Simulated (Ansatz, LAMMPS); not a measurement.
# Gap against volume in amorphous 30In2O3-33ZnO-37SnO2 (mol %) (98 atoms)

Density of this cell: 6.27 g/cm³. The cell holds 98 atoms: 18 In, 10 Zn, 11 Sn and 59 O. Its edges and angles: a = 11.175 Å, b = 10.766 Å, c = 10.952 Å, α = 90.0°, β = 88.2°, γ = 89.7°. The starting structure: 98 atoms (18 Sc, 10 Zn, 11 Sn, 59 O) placed at random at 4.81 g/cm³, melted at 5000 K for 10 ps at fixed volume with the Morse and Coulomb pair potential with partial charges (Pedone, Malavasi, Menziani, Cormack and Segre, J. Phys. Chem. B 110, 11780 (2006)). Quenched from 5000 K to 300 K at 100 K/ps and fixed volume, held 10 ps at zero pressure, then minimised at fixed cell. Then Sc was replaced by In and the cell scaled by 1.022 (the potential has no terms for the new elements, so the cell is a start for a DFT relaxation).

Calculated with Ansatz 0.2.0: Kohn-Sham DFT, PBE, PAW (set soft_1), plane waves; PAW set soft_1; cutoff 420 eV, Γ point, gaussian smearing of 0.05 eV. The relaxed cell was scaled evenly and the atoms were relaxed at each volume. The gap is that between the highest filled and the lowest empty Kohn-Sham level on the run's k-points.

| volume (Å³/atom) | gap (eV) |
| --- | --- |
| 12.095 | 0.8173 |
| 12.633 | 0.6935 |
| 13.036 | 0.5551 |
| 13.439 | 0.4348 |
| 13.842 | ? |
| 14.245 | 0.4498 |

**Question.** Fit a straight line in ln V to the rows given and interpolate to the withheld row.

**Working.**

A volume deformation potential makes the spacing linear in u = ln(V/V0), with V0 = 13.439 Å³ the relaxed volume; v is the spacing.

```
u = ln(V/V0)  v (eV)
   -0.105361  0.8173
  -0.0618756  0.6935
  -0.0304590  0.5551
           0  0.4348
   0.0582689  0.4498
```

With n = 5: mean u = -0.0278853, mean v = 0.5901, Σ(u − ū)² = 0.015365, Σ(u − ū)(v − v̄) = -0.037445. Slope b = -0.037445 / 0.015365 = -2.4371; intercept a = v̄ − b ū = 0.52214.

At the withheld volume u = 0.02956, and v = a + b u.

Prediction at 13.842: 0.4501 eV. The run gave 0.4665 eV, so the fit is low by 0.016 eV (3.5 % of the value).

The rows don't follow a line (correlation 0.93 in size over all rows), so the slope of -2.44 eV is no deformation potential. Among the rows given, the largest miss of the fit is at 13.439, by 0.087 eV (23 % of the range of the table).

Limits: The table spans 16 % in volume, wide for a linear law. Semilocal functionals tend to put gaps under measured ones. Only the Γ point is sampled. Atoms move by up to 1.0 Å in these relaxations, so the structure changes along the series. Defect or tail levels can set the spacing of a disordered cell.

[Long decimals in the printed logs are rounded to 6 places.]

[Logs are printed without paths, hosts, clocks, repeated set-up lines and the standing remarks that a program may print on its own settings, such as how far it seeks lower states.]

[Hosts, paths, dates, database ids (printed as entryN), source tags and the programs' standing remarks are cut or masked in the printed files.]
